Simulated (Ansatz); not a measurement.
# Work function of Ni(100): what the settings cost and change

How thick a slab and how much vacuum does the work function of Ni(100) need?

Program: Ansatz 0.2.0. Level of theory: plane-wave DFT, PBE, Ansatz PAW. Results are calculated unless marked as measured.

Experimental background.

“Anisotropic work function of elemental crystals” (2019, arxiv:1902.07811) quotes from earlier work for Ni (clean (100) face, a compiled value): work function (clean (100) face, a compiled value) 5.17 eV.

Report form: the programs' logs are mostly left out.

## 1. Starting point

The cell holds 1 atom: 1 Ni. Cell: a = 2.489 Å, b = 2.489 Å, c = 18.000 Å, α = 90.0°, β = 90.0°, γ = 90.0°. Vacuum lies along c.

## 2. Slab, setting 1 layer

A work function rests on the faint tail of the density, so the SCF threshold is tight. The slab grows from one layer, at fixed mesh and 18 Å of vacuum; then the vacuum is varied on one slab.

Contents of input.yaml:

```yaml
crystal:
  lattice:
    - [2.4890158698, 0.0, 0.0]
    - [0.0, 2.4890158698, 0.0]
    - [0.0, 0.0, 18.0]
  atoms:
    - { symbol: Ni, position: [0.5, 0.5, 0.5], spin: 0.7 }
magnetization:
  spin_polarized: true
kpoints:
  mp_grid: { grid: [16, 16, 1] }
hamiltonian:
  xc: pbe
scf:
  occupations: { method: fermi_dirac, width: 0.1 }
  convergence: { dr2_threshold: 1.0e-09 }
efield:
  axis: 3
  dipole_correction: true
  ramp_position: 0.97
  ramp_width: 0.06
output:
  write_potential: true
  write_density: true
  volumetric_format: npy
  elf: true
```

Started as:

```bash
ansatz run input.yaml --threads 4 --pin off --max-ram 6144MiB --backend cpu --events-out ev --progress --plain --runs-dir out
```

Elapsed: 11 s, on 4 threads of Intel Xeon 6975P-C (Granite Rapids), shared host; peak memory 0.55 GiB; 25 s of CPU time.

This step gave:

```
energy at zero smearing   : -5837.9292 eV
total moment              : 0.9792 μB
site moments              : 1.015 μB
work function, upper face : 5.115 eV
```

Running mean over 1.76 Å of the planar mean; the ramp of the sawtooth is left out. Electron's electrostatic potential energy less the Fermi level against z:

```csv
z (Å),electron's electrostatic potential energy less the Fermi level (eV)
2.88,5.12
3.17,5.12
3.60,5.12
3.89,5.12
4.18,5.12
4.46,5.12
4.90,5.11
5.18,5.11
5.47,5.11
5.90,5.09
6.19,5.06
6.48,5.00
6.91,4.76
7.20,4.34
7.49,3.31
7.78,1.06
8.21,-4.08
8.50,-7.24
8.78,-9.09
9.22,-9.09
9.50,-7.24
9.79,-4.08
10.22,1.06
10.51,3.31
10.80,4.34
11.09,4.76
11.52,5.00
11.81,5.06
12.10,5.09
12.53,5.11
12.82,5.11
13.10,5.11
13.54,5.12
13.82,5.12
14.11,5.12
14.40,5.12
14.83,5.12
15.12,5.12
```

Site moment by atom:

```csv
atom,site moment (μB)
Ni1,1.01
```

Spin density in the ca plane at fractional y = 0.500, with atoms of Ni within 0.2 Å of it.

Ten even steps from '0' (0.0 e/Å³) to '9' (2.7 e/Å³), each cell a mean:
```
00000000000000000000000000000000000000000000
00000000000000000000000000000000000000000000
00000000000000000000023000000000000000000000
00000000000000000000049100000000000000000000
00000000000000000000036100000000000000000000
00000000000000000000000000000000000000000000
00000000000000000000000000000000000000000000
00000000000000000000000000000000000000000000
```
Columns run along c (18.0 Å), rows up along a (2.5 Å). Atoms in or near the plane, at fractional coordinates: Ni at (0.50, 0.50).

Electrostatic potential energy in the ca plane at fractional y = 0.500, with atoms of Ni within 0.2 Å of it. With pseudopotentials it is smooth inside the atoms' cores, unlike the true potential.

Ten even steps from '0' (-37 eV) to '9' (2 eV), each cell a mean:
```
99999999999999999999877899999999999999999999
99999999999999999999721589999999999999999999
99999999999999999998300079999999999999999999
99999999999999999998200069999999999999999999
99999999999999999998200069999999999999999999
99999999999999999999610389999999999999999999
99999999999999999999865799999999999999999999
99999999999999999999988899999999999999999999
```
Columns run along c (18.0 Å; values clipped at the 3rd and 97th percentile), rows up along a (2.5 Å). Atoms in or near the plane, at fractional coordinates: Ni at (0.50, 0.50).

ELF in the ca plane at fractional y = 0.500, with atoms of Ni within 0.2 Å of it. It is the smooth field of the valence electrons, not physical close to the nuclei.

Values, 5 rows by 16 columns, each cell a mean:
```
0.00 0.00 0.00 0.00 0.00 0.01 0.10 0.20 0.20 0.13 0.01 0.00 0.00 0.00 0.00 0.00
0.00 0.00 0.00 0.00 0.00 0.01 0.11 0.26 0.31 0.14 0.02 0.00 0.00 0.00 0.00 0.00
0.00 0.00 0.00 0.00 0.00 0.01 0.12 0.33 0.41 0.15 0.02 0.00 0.00 0.00 0.00 0.00
0.00 0.00 0.00 0.00 0.00 0.01 0.11 0.22 0.24 0.13 0.02 0.00 0.00 0.00 0.00 0.00
0.00 0.00 0.00 0.00 0.00 0.01 0.10 0.22 0.22 0.13 0.01 0.00 0.00 0.00 0.00 0.00
```
Columns run along c (18.0 Å), rows up along a (2.5 Å). Atoms in or near the plane, at fractional coordinates: Ni at (0.50, 0.50).

The work function is 5.115 eV.

## 3. Slab, 2 atoms

System of this step: Ni(100). The cell holds 2 atoms: 2 Ni. Its edges and angles: a = 2.489 Å, b = 2.489 Å, c = 19.760 Å, α = 90.0°, β = 90.0°, γ = 90.0°. Vacuum lies along c.

input.yaml, the sections that differ from step 2:

```yaml
crystal:
  lattice:
    - [2.4890158698, 0.0, 0.0]
    - [0.0, 2.4890158698, 0.0]
    - [0.0, 0.0, 19.76]
  atoms:
    - { symbol: Ni, position: [0.5, 0.5, 0.455465587], spin: 0.7 }
    - { symbol: Ni, position: [0.0, 0.0, 0.544534413], spin: 0.7 }
output:
  write_potential: true
  write_density: true
  volumetric_format: npy
# magnetization, kpoints, hamiltonian, scf, efield: as in step 2
```

Run time: 19 s. Hardware: 4 threads; peak memory 0.59 GiB.

The work function is 4.970 eV, -0.145 eV from the run “1 layer”, at 1.9 times its CPU time.

## 4. Slab, 3 atoms

System of this step: Ni(100). The cell holds 3 atoms: 3 Ni. Cell: a = 2.489 Å, b = 2.489 Å, c = 21.520 Å, α = 90.0°, β = 90.0°, γ = 90.0°. Vacuum lies along c.

input.yaml, the sections that differ from step 3:

```yaml
crystal:
  lattice:
    - [2.4890158698, 0.0, 0.0]
    - [0.0, 2.4890158698, 0.0]
    - [0.0, 0.0, 21.52]
  atoms:
    - { symbol: Ni, position: [0.0, 0.0, 0.4182156134], spin: 0.7 }
    - { symbol: Ni, position: [0.5, 0.5, 0.5], spin: 0.7 }
    - { symbol: Ni, position: [0.0, 0.0, 0.5817843866], spin: 0.7 }
# magnetization, kpoints, hamiltonian, scf, efield, output: as in step 3
```

The job ended after 32 s (4 threads; peak memory 0.74 GiB).

The work function is 4.903 eV, -0.068 eV from the run “2 layers”, at 1.7 times its CPU time.

## 5. Slab, 4 atoms

System of this step: Ni(100). The cell holds 4 atoms: 4 Ni. Its edges and angles: a = 2.489 Å, b = 2.489 Å, c = 23.280 Å, α = 90.0°, β = 90.0°, γ = 90.0°. Vacuum lies along c.

input.yaml, the sections that differ from step 4:

```yaml
crystal:
  lattice:
    - [2.4890158698, 0.0, 0.0]
    - [0.0, 2.4890158698, 0.0]
    - [0.0, 0.0, 23.28]
  atoms:
    - { symbol: Ni, position: [0.5, 0.5, 0.3865979381], spin: 0.7 }
    - { symbol: Ni, position: [0.0, 0.0, 0.4621993127], spin: 0.7 }
    - { symbol: Ni, position: [0.5, 0.5, 0.5378006873], spin: 0.7 }
    - { symbol: Ni, position: [0.0, 0.0, 0.6134020619], spin: 0.7 }
# magnetization, kpoints, hamiltonian, scf, efield, output: as in step 4
```

It took 47 s on 4 threads; peak memory 0.87 GiB; 2.3 min of CPU time.

The work function is 4.884 eV, -0.019 eV from the run “3 layers”, at 1.7 times its CPU time.

## 6. Slab, 5 atoms

System of this step: Ni(100). The cell holds 5 atoms: 5 Ni. Its edges and angles: a = 2.489 Å, b = 2.489 Å, c = 25.040 Å, α = 90.0°, β = 90.0°, γ = 90.0°. Vacuum lies along c.

input.yaml, the sections that differ from step 5:

```yaml
crystal:
  lattice:
    - [2.4890158698, 0.0, 0.0]
    - [0.0, 2.4890158698, 0.0]
    - [0.0, 0.0, 25.04]
  atoms:
    - { symbol: Ni, position: [0.0, 0.0, 0.3594249201], spin: 0.7 }
    - { symbol: Ni, position: [0.5, 0.5, 0.4297124601], spin: 0.7 }
    - { symbol: Ni, position: [0.0, 0.0, 0.5], spin: 0.7 }
    - { symbol: Ni, position: [0.5, 0.5, 0.5702875399], spin: 0.7 }
    - { symbol: Ni, position: [0.0, 0.0, 0.6405750799], spin: 0.7 }
# magnetization, kpoints, hamiltonian, scf, efield, output: as in step 5
```

Elapsed: 65 s, on 4 threads; peak memory 1.1 GiB.

The work function is 4.904 eV, +0.020 eV from the run “4 layers”, at 1.5 times its CPU time.

## 7. Slab, 6 atoms

System of this step: Ni(100). The cell holds 6 atoms: 6 Ni. Its edges and angles: a = 2.489 Å, b = 2.489 Å, c = 26.800 Å, α = 90.0°, β = 90.0°, γ = 90.0°. Vacuum lies along c.

input.yaml, the sections that differ from step 6:

```yaml
crystal:
  lattice:
    - [2.4890158698, 0.0, 0.0]
    - [0.0, 2.4890158698, 0.0]
    - [0.0, 0.0, 26.8]
  atoms:
    - { symbol: Ni, position: [0.5, 0.5, 0.3358208955], spin: 0.7 }
    - { symbol: Ni, position: [0.0, 0.0, 0.4014925373], spin: 0.7 }
    - { symbol: Ni, position: [0.5, 0.5, 0.4671641791], spin: 0.7 }
    - { symbol: Ni, position: [0.0, 0.0, 0.5328358209], spin: 0.7 }
    - { symbol: Ni, position: [0.5, 0.5, 0.5985074627], spin: 0.7 }
    - { symbol: Ni, position: [0.0, 0.0, 0.6641791045], spin: 0.7 }
# magnetization, kpoints, hamiltonian, scf, efield, output: as in step 6
```

It took 85 s on 4 threads; peak memory 1.3 GiB.

The work function is 4.907 eV, +0.003 eV from the run “5 layers”, at 1.3 times its CPU time.

## 8. Slab, 8 atoms

System of this step: Ni(100). The cell holds 8 atoms: 8 Ni. Its edges and angles: a = 2.489 Å, b = 2.489 Å, c = 30.320 Å, α = 90.0°, β = 90.0°, γ = 90.0°. Vacuum lies along c.

input.yaml, the sections that differ from step 7:

```yaml
crystal:
  lattice:
    - [2.4890158698, 0.0, 0.0]
    - [0.0, 2.4890158698, 0.0]
    - [0.0, 0.0, 30.32]
  atoms:
    - { symbol: Ni, position: [0.5, 0.5, 0.2968337731], spin: 0.7 }
    - { symbol: Ni, position: [0.0, 0.0, 0.3548812665], spin: 0.7 }
    - { symbol: Ni, position: [0.5, 0.5, 0.4129287599], spin: 0.7 }
    - { symbol: Ni, position: [0.0, 0.0, 0.4709762533], spin: 0.7 }
    - { symbol: Ni, position: [0.5, 0.5, 0.5290237467], spin: 0.7 }
    - { symbol: Ni, position: [0.0, 0.0, 0.5870712401], spin: 0.7 }
    - { symbol: Ni, position: [0.5, 0.5, 0.6451187335], spin: 0.7 }
    - { symbol: Ni, position: [0.0, 0.0, 0.7031662269], spin: 0.7 }
# magnetization, kpoints, hamiltonian, scf, efield, output: as in step 7
```

It took 2.2 min on 4 threads; peak memory 1.8 GiB.

The work function is 4.902 eV, -0.005 eV from the run “6 layers”, at 1.8 times its CPU time.

## 9. Slab, 10 atoms

System of this step: Ni(100). The cell holds 10 atoms: 10 Ni. Its edges and angles: a = 2.489 Å, b = 2.489 Å, c = 33.840 Å, α = 90.0°, β = 90.0°, γ = 90.0°. Vacuum lies along c.

input.yaml, the sections that differ from step 8:

```yaml
crystal:
  lattice:
    - [2.4890158698, 0.0, 0.0]
    - [0.0, 2.4890158698, 0.0]
    - [0.0, 0.0, 33.84]
  atoms:
    - { symbol: Ni, position: [0.5, 0.5, 0.2659574468], spin: 0.7 }
    - { symbol: Ni, position: [0.0, 0.0, 0.3179669031], spin: 0.7 }
    - { symbol: Ni, position: [0.5, 0.5, 0.3699763593], spin: 0.7 }
    - { symbol: Ni, position: [0.0, 0.0, 0.4219858156], spin: 0.7 }
    - { symbol: Ni, position: [0.5, 0.5, 0.4739952719], spin: 0.7 }
    - { symbol: Ni, position: [0.0, 0.0, 0.5260047281], spin: 0.7 }
    - { symbol: Ni, position: [0.5, 0.5, 0.5780141844], spin: 0.7 }
    - { symbol: Ni, position: [0.0, 0.0, 0.6300236407], spin: 0.7 }
    - { symbol: Ni, position: [0.5, 0.5, 0.6820330969], spin: 0.7 }
    - { symbol: Ni, position: [0.0, 0.0, 0.7340425532], spin: 0.7 }
# magnetization, kpoints, hamiltonian, scf, efield, output: as in step 8
```

Wall time 3 min (4 threads); peak memory 2.4 GiB; 12 min of CPU time.

The work function is 4.905 eV, +0.003 eV from the run “8 layers”, at 1.4 times its CPU time.

## 10. Slab, 13 atoms

System of this step: Ni(100). The cell holds 13 atoms: 13 Ni. Its edges and angles: a = 2.489 Å, b = 2.489 Å, c = 39.120 Å, α = 90.0°, β = 90.0°, γ = 90.0°. Vacuum lies along c.

input.yaml, the sections that differ from step 9:

```yaml
crystal:
  lattice:
    - [2.4890158698, 0.0, 0.0]
    - [0.0, 2.4890158698, 0.0]
    - [0.0, 0.0, 39.12]
  atoms:
    - { symbol: Ni, position: [0.0, 0.0, 0.2300613497], spin: 0.7 }
    - { symbol: Ni, position: [0.5, 0.5, 0.2750511247], spin: 0.7 }
    - { symbol: Ni, position: [0.0, 0.0, 0.3200408998], spin: 0.7 }
    - { symbol: Ni, position: [0.5, 0.5, 0.3650306748], spin: 0.7 }
    - { symbol: Ni, position: [0.0, 0.0, 0.4100204499], spin: 0.7 }
    - { symbol: Ni, position: [0.5, 0.5, 0.4550102249], spin: 0.7 }
    - { symbol: Ni, position: [0.0, 0.0, 0.5], spin: 0.7 }
    - { symbol: Ni, position: [0.5, 0.5, 0.5449897751], spin: 0.7 }
    - { symbol: Ni, position: [0.0, 0.0, 0.5899795501], spin: 0.7 }
    - { symbol: Ni, position: [0.5, 0.5, 0.6349693252], spin: 0.7 }
    - { symbol: Ni, position: [0.0, 0.0, 0.6799591002], spin: 0.7 }
    - { symbol: Ni, position: [0.5, 0.5, 0.7249488753], spin: 0.7 }
    - { symbol: Ni, position: [0.0, 0.0, 0.7699386503], spin: 0.7 }
# magnetization, kpoints, hamiltonian, scf, efield, output: as in step 9
```

The job ended after 5.1 min (4 threads; peak memory 3.4 GiB; 19 min of CPU time).

The work function is 4.903 eV, -0.002 eV from the run “10 layers”, at 1.7 times its CPU time.

## 11. Run, 7 atoms

System of this step: Ni(100). The cell holds 7 atoms: 7 Ni. Its edges and angles: a = 2.489 Å, b = 2.489 Å, c = 20.560 Å, α = 90.0°, β = 90.0°, γ = 90.0°. Vacuum lies along c.

input.yaml, the sections that differ from step 10:

```yaml
crystal:
  lattice:
    - [2.4890158698, 0.0, 0.0]
    - [0.0, 2.4890158698, 0.0]
    - [0.0, 0.0, 20.56]
  atoms:
    - { symbol: Ni, position: [0.0, 0.0, 0.2431906615], spin: 0.7 }
    - { symbol: Ni, position: [0.5, 0.5, 0.3287937743], spin: 0.7 }
    - { symbol: Ni, position: [0.0, 0.0, 0.4143968872], spin: 0.7 }
    - { symbol: Ni, position: [0.5, 0.5, 0.5], spin: 0.7 }
    - { symbol: Ni, position: [0.0, 0.0, 0.5856031128], spin: 0.7 }
    - { symbol: Ni, position: [0.5, 0.5, 0.6712062257], spin: 0.7 }
    - { symbol: Ni, position: [0.0, 0.0, 0.7568093385], spin: 0.7 }
# magnetization, kpoints, hamiltonian, scf, efield, output: as in step 10
```

Run time: 63 s. Hardware: 4 threads; peak memory 1.2 GiB.

The work function is 4.904 eV. The program marks this work function as in doubt.

## 12. Slab, 7 atoms

The cell differs from the one that the last finished run ended in (c 20.560 → 24.560 Å).

input.yaml, the sections that differ from step 11:

```yaml
crystal:
  lattice:
    - [2.4890158698, 0.0, 0.0]
    - [0.0, 2.4890158698, 0.0]
    - [0.0, 0.0, 24.56]
  atoms:
    - { symbol: Ni, position: [0.0, 0.0, 0.2850162866], spin: 0.7 }
    - { symbol: Ni, position: [0.5, 0.5, 0.3566775244], spin: 0.7 }
    - { symbol: Ni, position: [0.0, 0.0, 0.4283387622], spin: 0.7 }
    - { symbol: Ni, position: [0.5, 0.5, 0.5], spin: 0.7 }
    - { symbol: Ni, position: [0.0, 0.0, 0.5716612378], spin: 0.7 }
    - { symbol: Ni, position: [0.5, 0.5, 0.6433224756], spin: 0.7 }
    - { symbol: Ni, position: [0.0, 0.0, 0.7149837134], spin: 0.7 }
# magnetization, kpoints, hamiltonian, scf, efield, output: as in step 11
```

Elapsed: 71 s, on 4 threads; peak memory 1.4 GiB.

The work function is 4.909 eV, +0.005 eV from the run “7 layers, 10 Å of vacuum”, at 1.2 times its CPU time.

## 13. Run, 7 atoms (run 2)

The cell differs from the one that the last finished run ended in (c 24.560 → 36.560 Å).

input.yaml, the sections that differ from step 12:

```yaml
crystal:
  lattice:
    - [2.4890158698, 0.0, 0.0]
    - [0.0, 2.4890158698, 0.0]
    - [0.0, 0.0, 36.56]
  atoms:
    - { symbol: Ni, position: [0.0, 0.0, 0.3555798687], spin: 0.7 }
    - { symbol: Ni, position: [0.5, 0.5, 0.4037199125], spin: 0.7 }
    - { symbol: Ni, position: [0.0, 0.0, 0.4518599562], spin: 0.7 }
    - { symbol: Ni, position: [0.5, 0.5, 0.5], spin: 0.7 }
    - { symbol: Ni, position: [0.0, 0.0, 0.5481400438], spin: 0.7 }
    - { symbol: Ni, position: [0.5, 0.5, 0.5962800875], spin: 0.7 }
    - { symbol: Ni, position: [0.0, 0.0, 0.6444201313], spin: 0.7 }
# magnetization, kpoints, hamiltonian, scf, efield, output: as in step 12
```

It took 1.8 min on 4 threads; peak memory 1.8 GiB; 6.5 min of CPU time.

The work function is 4.909 eV, +0.000 eV from the run “7 layers, 14 Å of vacuum”, at 1.5 times its CPU time.

## 14. Side by side

Times are for 4 threads of Intel Xeon 6975P-C (Granite Rapids), shared host. The series side by side:

```csv
no.,setting,"work function, upper face (eV)",time,memory (GiB)
1,1 layer,5.115,11 s,0.55
2,2 layers,4.970,19 s,0.59
3,3 layers,4.903,32 s,0.74
4,4 layers,4.884,47 s,0.87
5,5 layers,4.904,65 s,1.1
6,6 layers,4.907,85 s,1.3
7,8 layers,4.902,2.2 min,1.8
8,10 layers,4.905,3 min,2.4
9,13 layers,4.903,5.1 min,3.4
10,"7 layers, 10 Å of vacuum",4.904,63 s,1.2
11,"7 layers, 14 Å of vacuum",4.909,71 s,1.4
12,"7 layers, 26 Å of vacuum",4.909,1.8 min,1.8
```

## 15. The same run with other settings

System of this step: Ni(100) monolayer. The cell holds 1 atom: 1 Ni. Cell: a = 2.489 Å, b = 2.489 Å, c = 18.000 Å, α = 90.0°, β = 90.0°, γ = 90.0°. Vacuum lies along c.

An input spoilt on purpose, to show how the run answers: it repeats the earlier run “1 layer” with efield.ramp_position from 0.97 to 0.475, and scf.max_iter set to 60; its output block differs too.

input.yaml, the sections that differ from step 13:

```yaml
crystal:
  lattice:
    - [2.4890158698, 0.0, 0.0]
    - [0.0, 2.4890158698, 0.0]
    - [0.0, 0.0, 18.0]
  atoms:
    - { symbol: Ni, position: [0.5, 0.5, 0.5], spin: 0.7 }
scf:
  occupations: { method: fermi_dirac, width: 0.1 }
  convergence: { dr2_threshold: 1.0e-09 }
  max_iter: 60
efield:
  axis: 3
  dipole_correction: true
  ramp_position: 0.475
  ramp_width: 0.06
# magnetization, kpoints, hamiltonian, output: as in step 13
```

Run time: 0.16 s. Hardware: 4 threads; peak memory 0.29 GiB.

The program refused the input before any cycle.

The program's message: “Error: efield: ion 0 (Ni) at fractional coordinate 0.5000 along the field axis lies inside the sawtooth ramp with 2 of the planes that the density is read on at each end, [0.4590, 0.5510] — the ramp m …”

The fault put into the input: the ramp among the atoms.

## 16. What came out

```yaml
work_function_1_layer: 5.115 eV
work_function_4_layers: 4.884 eV
work_function_6_layers: 4.907 eV
work_function_13_layers: 4.903 eV
```

**Reading.** The thickest slab gives 4.90 eV, and the settings tried spread the value from 4.88 to 5.12 eV. At 18 Å of vacuum, the slabs from 3 layers on stay within 0.02 eV of the thickest. Going from 10 to 26 Å of vacuum moves it by 0.005 eV. The program marks the value as in doubt in “7 layers, 10 Å of vacuum”. The ladder's slabs use the tabulated experimental lattice constant (two decimals; a low-temperature value for the alkali metals). The magnetic order is the one reached from the typed start; other orders were not compared. In 1 run of the series (7 layers, 10 Å of vacuum) the program warns that electrons reach the sawtooth's ramp, which makes dipole and work function less sure.

Computed beside measured:

| quantity | measured | 13 layers |
| --- | --- | --- |
| work function (clean (100) face, a compiled value) (eV) | 5.17 | 4.90 (-0.27 eV) |

Measured values from arxiv:1902.07811 (2019).

How well it matches: The work function is off by -0.27 eV: fair agreement. The grades are ours: good and fair within 3 and 7 % for the work function. No cell relaxation is part of this session.

[Logs are printed without paths, hosts, clocks, repeated set-up lines and the standing remarks that a program may print on its own settings, such as how far it seeks lower states.]

[Hosts, paths, dates, database ids (printed as entryN), source tags and the programs' standing remarks are cut or masked in the printed files.]

[Maps of the electrostatic potential energy from Ansatz leave out the sawtooth potential of an applied field or a dipole correction, so their vacuum need not be flat; planar profiles and work functions include it.]
